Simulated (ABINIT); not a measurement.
# Calculated records

**Beyond one shot: NiO2 (P-3m1)**

It takes space group P-3m1 (No. 164, trigonal). Conventional cell: a = 2.799 Å, b = 2.799 Å, c = 4.618 Å, α = 90.00°, β = 90.00°, γ = 120.00°. Nearest to Ni lie 6 O at 1.88 Å. Nearest to O lie 3 Ni at 1.88 Å. Farther neighbours, and contacts between anions beyond the nearest, are not listed.

```yaml
method: RPA screening on LDA from quasiparticle energies and orbitals, plane waves, norm-conserving pseudopotentials (and 4 further levels or steps)
program: ABINIT 10.8.3
settings: cutoff 45 Ha, PseudoDojo scalar-relativistic 0.4.1 standard, norm-conserving, ngkpt (3, 3, 2), nband 27, ecuteps 3.2 Ha, gwcalctyp 27, nfreqre 1, inclvkb 2, shiftk (0, 0, 0), symchi 1, awtr 1, frequency static, cycle 9, q points all but q = 0, 3×3×2 k-mesh
cost: 28 runs, 4.4 min in all on 4 MPI ranks of Arm Neoverse N1, shared host
notes: This run has no spin polarisation, although Ni can carry a moment. The program’s warnings: nkpt*nsppol () is not a multiple of nproc spkpt (). The cell and positions are those that the Materials Project relaxed with its own functionals (PBE, PBE+U or r2SCAN), kept fixed. Limits: no spin polarisation; d states lean on the start. The 3×3×2 mesh is coarse for this cell, which bears on the long-range parts of exchange and screening. The runs have no spin polarisation. For a closed low-spin shell that is the natural state; where a d or f shell is open it is a constraint, and the gap is then not the crystal’s own.
g0w0: 2.120 eV
self_consistent_cohsex_cycle_1: 2.547 eV
self_consistent_cohsex_cycle_2: 3.356 eV
self_consistent_cohsex_cycle_3: 3.563 eV
self_consistent_cohsex_cycle_4: 3.581 eV
self_consistent_cohsex_cycle_5: 3.612 eV
self_consistent_cohsex_cycle_6: 3.644 eV
self_consistent_cohsex_cycle_7: 3.627 eV
self_consistent_cohsex_cycle_8: 3.600 eV
self_consistent_cohsex_cycle_9: 3.595 eV
known_limits: short of the basis limit; no spin polarisation; d states lean on the start; coarse k mesh
```

Only the bands that the input lists are updated; the higher empty ones keep the functional's energies. Self-consistent COHSEX ends at 3.60 eV, +1.48 eV from G0W0, after 9 cycles that took 4.1 min beside the first screening; the last moved the gap by 0.005 eV.

[Long decimals in the printed logs are rounded to 6 places.]

[Logs are printed without paths, hosts, clocks, repeated set-up lines and the standing remarks that a program may print on its own settings, such as how far it seeks lower states.]

[Paths, hosts, dates, memory and timing lines, banners, echoed tables and standing remarks are left out of the program output; an Ansatz launch command may be rebuilt from the run's recorded settings. Measured values are a selection of at most five: reports struck by readers or far from the other reports are left out. None is set beside runs whose start may be inverted or whose files or cutoffs have a known fault.]

[Runs of the session that timed out or met a known fault of the program may be left out.]

[Hosts, paths, dates, database ids (printed as entryN), source tags and the programs' standing remarks are cut or masked in the printed files.]

[G0W0 gaps are taken among the corrected bands and points alone; a level outside them can change the order at an edge.]

[Where Ansatz stands beside ABINIT at settings called matched, ABINIT's density can come from a denser mesh and the files from another edition; pairs whose starting gaps differed by over 0.03 eV were left out, so agreement reads better than it is.]
